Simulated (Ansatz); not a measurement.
# SiPb (model cell, started as layered BN type): from the cell to its phonons, part 2 of 2

Wanted: vibrations and spectra of SiPb (model cell, started as layered BN type); the cell is already relaxed. After the zone centre comes a 3×3×2 q mesh on a 12×12×8 k mesh.

Ansatz 0.2.0; DFT PBEsol, scalar-relativistic, plane waves, PAW.

So far. Step 2 (Modes at Γ): Before it was imposed, the acoustic sum rule was missed by 1.8e-5 eV/Å². Small misses are needed for a sound result but don't prove that mesh and cutoff are converged. The lowest optical mode is real, 27.6 cm⁻¹.

The structure was built from a prototype and need not be the compound's stable phase.

## 3. Response at finite wavevector (continued)

Tetrahedra on a 15×15×12 mesh, mean over bins of 5 cm-1. Interpolated from a 3×3×2 q mesh. The phonon density of states by wavenumber; read off at these points:

```tsv
wavenumber (cm⁻¹)	phonon density of states (1/cm⁻¹/cell)
-8	0.00262
-2	0.00602
8	0.0300
12	0.0538
22	0.0778
28	0.0878
32	0.112
38	0.142
42	0.0706
48	0.0589
58	0.0685
62	0.0723
68	0.0509
78	0.0779
82	0.0908
92	0
98	0
102	0
112	0
118	0
128	0
132	0
142	0.0323
148	0.033
152	0.0338
162	0.0335
168	0.036
178	0.0448
182	0.0282
188	0.0213
198	0.0295
202	0.0325
212	0.0480
218	0.0498
222	0.0529
232	0.173
238	0.125
248	0.0770
252	0.0100
```

The partial phonon density of states has structure finer than the step of the table below, so its rows give means over 10 cm⁻¹, whole bins alone (the curve runs from -19.4 to 270 cm⁻¹). Peaks (cm⁻¹: height): Pb 35.2: 0.128, 57.0: 0.0720, 80.7: 0.0932, 233.5: 0.0179; Si 148.0: 0.0420, 162.5: 0.0548, 177.1: 0.0532, 233.5: 0.154.

Phonopy on the run's constants, 13x13x9 mesh, Gaussian sigma 2.1 cm-1. Interpolated from a 3×3×2 q mesh. The partial phonon density of states by wavenumber; means over each step; values in 1/cm⁻¹/cell:

```tsv
wavenumber (cm⁻¹)	Pb	Si
-10	0.00316	4.2e-4
0	0.00629	8.4e-4
10	0.0383	0.00500
20	0.0622	0.00784
30	0.0956	0.0114
40	0.0906	0.0101
50	0.0528	0.00476
60	0.0670	0.00335
70	0.0494	0.00205
80	0.0758	0.00133
90	0.0116	1.1e-4
100	3.0e-7	0
110	0	0
120	0	0
130	2.2e-5	0.00315
140	7.3e-4	0.0270
150	0.00147	0.0302
160	0.00342	0.0367
170	0.00306	0.0267
180	0.00421	0.0357
190	0.00212	0.0212
200	0.00118	0.0314
210	0.00136	0.0436
220	0.00273	0.0480
230	0.0113	0.107
240	0.0113	0.101
250	0.00425	0.0406
260	3.2e-5	3.2e-4
```

Symmetry leaves 6 wavevectors to solve. The lowest mode among them, the acoustic zeros apart, lies at q = (0, 0.333, 0) and is real, 5.3 cm⁻¹. Between them the interpolated path dips to 11i cm⁻¹.

## 4. Isotope substitution, element Pb, natural mass 207.2 amu

An isotope changes the mass and not the force constants, so no new electronic calculation is needed; the shifts show which modes move this element.

The same force constants with the mass of Pb changed from 207.200 to 203.973 u (phonopy, no LO-TO term). Both lists are sorted by frequency; levels can cross, so a row need not hold one and the same mode. Modes under 3 cm⁻¹ are left out. Isotope shifts, by row, the first 40 of 45 rows:

```tsv
q	rank	natural mass (cm⁻¹)	changed mass (cm⁻¹)
0 0 0	4	27.59	27.78
0 0 0	5	32.79	33.02
0 0 0	6	32.79	33.02
0 0 0	7	166.7	166.8
0 0 0	8	176.9	177
0 0 0	9	239	239.2
0 0 0	10	239	239.2
0 0 0	11	250.7	250.9
0 0 0	12	250.7	250.9
0 0 -0.5	1	9.24	9.31
0 0 -0.5	2	9.24	9.31
0 0 -0.5	3	9.24	9.31
0 0 -0.5	4	9.24	9.31
0 0 -0.5	5	64.68	65.17
0 0 -0.5	6	64.68	65.17
0 0 -0.5	7	157.5	157.6
0 0 -0.5	8	157.5	157.6
0 0 -0.5	9	236.5	236.7
0 0 -0.5	10	236.5	236.7
0 0 -0.5	11	236.5	236.7
0 0 -0.5	12	236.5	236.7
0 0.3333 0	1	5.3	5.34
0 0.3333 0	2	24.74	24.91
0 0.3333 0	3	28.02	28.22
0 0.3333 0	4	35.29	35.54
0 0.3333 0	5	65.28	65.77
0 0.3333 0	6	71.94	72.48
0 0.3333 0	7	178.3	178.5
0 0.3333 0	8	194.3	194.4
0 0.3333 0	9	204.5	204.6
0 0.3333 0	10	230.2	230.5
0 0.3333 0	11	235.6	235.7
0 0.3333 0	12	242.1	242.3
0 0.3333 -0.5	1	18.86	19
0 0.3333 -0.5	2	18.86	19
0 0.3333 -0.5	3	60.61	61.08
0 0.3333 -0.5	4	60.61	61.08
0 0.3333 -0.5	5	70.72	71.24
0 0.3333 -0.5	6	70.72	71.24
0 0.3333 -0.5	7	141.3	141.4
```

A mode of this element alone would shift by +0.79 %. The highest zone-centre frequency without the field goes from 250.7 to 250.9 cm⁻¹ (+0.1 %). The product of the frequency ratios over all optical modes at Γ is 1.027; the product rule, (m/m′)^(3k/2) (M′/M)^(3/2) with k = 2 such atoms and M the mass of the cell, gives 1.027.

## 5. Another isotope, element Si, natural mass 28.085 amu

The same for Si, from 28.09 to 29.97 u.

The same force constants with the mass of Si changed from 28.085 to 29.974 u (phonopy, no LO-TO term). Both lists are sorted by frequency; levels can cross, so a row need not hold one and the same mode. Modes under 3 cm⁻¹ are left out. Isotope shifts, by row, the first 40 of 45 rows:

```tsv
q	rank	natural mass (cm⁻¹)	changed mass (cm⁻¹)
0 0 0	4	27.59	27.48
0 0 0	5	32.79	32.67
0 0 0	6	32.79	32.67
0 0 0	7	166.7	162
0 0 0	8	176.9	171.9
0 0 0	9	239	232.3
0 0 0	10	239	232.3
0 0 0	11	250.7	243.5
0 0 0	12	250.7	243.5
0 0 -0.5	1	9.24	9.2
0 0 -0.5	2	9.24	9.2
0 0 -0.5	3	9.24	9.2
0 0 -0.5	4	9.24	9.2
0 0 -0.5	5	64.68	64.6
0 0 -0.5	6	64.68	64.6
0 0 -0.5	7	157.5	152.7
0 0 -0.5	8	157.5	152.7
0 0 -0.5	9	236.5	229.8
0 0 -0.5	10	236.5	229.8
0 0 -0.5	11	236.5	229.8
0 0 -0.5	12	236.5	229.8
0 0.3333 0	1	5.3	5.28
0 0.3333 0	2	24.74	24.65
0 0.3333 0	3	28.02	27.92
0 0.3333 0	4	35.29	35.17
0 0.3333 0	5	65.28	65.17
0 0.3333 0	6	71.94	71.8
0 0.3333 0	7	178.3	173.2
0 0.3333 0	8	194.3	188.7
0 0.3333 0	9	204.5	198.4
0 0.3333 0	10	230.2	223.7
0 0.3333 0	11	235.6	228.4
0 0.3333 0	12	242.1	235.2
0 0.3333 -0.5	1	18.86	18.79
0 0.3333 -0.5	2	18.86	18.79
0 0.3333 -0.5	3	60.61	60.56
0 0.3333 -0.5	4	60.61	60.56
0 0.3333 -0.5	5	70.72	70.57
0 0.3333 -0.5	6	70.72	70.57
0 0.3333 -0.5	7	141.3	137
```

A mode of this element alone would shift by -3.20 %. The highest zone-centre frequency without the field goes from 250.7 to 243.5 cm⁻¹ (-2.9 %). The product of the frequency ratios over all optical modes at Γ is 0.833; the product rule, (m/m′)^(3k/2) (M′/M)^(3/2) with k = 2 such atoms and M the mass of the cell, gives 0.833.

## 6. Outcome

```json
{
 "space group (within 0.01 Å)": "P6_3/mmc",
 "volume per atom": "28.7 Å³",
 "electronic character": "no gap on this mesh",
 "highest optical mode at the zone centre (no LO-TO term)": "251 cm⁻¹",
 "lowest optical zone-centre mode": "27.6 cm⁻¹",
 "lowest mode on the q mesh (acoustic modes at Γ apart)": "5.3 cm⁻¹",
 "highest frequency on the path or at a solved wavevector": "253 cm⁻¹",
 "imaginary modes on the 3×3×2 q mesh": "none"
}
```

What this shows: No mode is imaginary at the 6 irreducible wavevectors solved, but between them the interpolated path dips to 11.0i cm⁻¹, so stability is not settled. The optical modes at Γ span 28 to 251 cm⁻¹. The highest mode in this list at Γ, 250.7 cm⁻¹, is mostly motion of Si (89 % of the kinetic energy). With no gap, or one that is small against the smearing, the frequencies hang on the k mesh and the smearing, most of all near Kohn anomalies. Spin-orbit coupling is left out, which can matter for the heavy elements here. The starting cell was built on a prototype and not taken from a measurement, so the phase need not exist. These are harmonic frequencies at zero temperature: anharmonic shifts, linewidths and thermal expansion are left out.

[Logs are printed without paths, hosts, clocks, repeated set-up lines and the standing remarks that a program may print on its own settings, such as how far it seeks lower states.]

[Hosts, paths, dates, database ids (printed as entryN), source tags and the programs' standing remarks are cut or masked in the printed files.]
